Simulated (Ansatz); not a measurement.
# F on Si(111): dipole against coverage (PBE, PAW set soft_1)

Does each added F group shift the ionisation potential of Si(111) by the same amount?

All values are computed: Ansatz 0.2.0, PBE, plane waves, PAW set soft_1, scalar-relativistic unless marked; slabs or sheets with vacuum, the vacuum level from the planar mean of the electrostatic potential.

| groups in the 2×2 cell | upper less lower face (eV) | dipole a group, less that of H (D) |
| --- | --- | --- |
| 1 | +0.56 | -0.76 |
| 2 | +1.06 | -0.72 |
| 3 | +1.56 | -0.70 |
| 4 | +2.06 | -0.70 |

If dipoles simply added, 4 groups would give 4/1 × +0.56 = +2.24 eV; the run gives +2.06 eV, 92 % of that. Parallel dipoles sit in each other's field, which opposes them, so each shrinks as the layer fills.

Dipoles by ΔΦ = −μ/(ε₀A), with μ the dipole of one cell along the outward normal; in working units μ (D) = −ΔΦ (eV) × A (Å²) / 37.7.
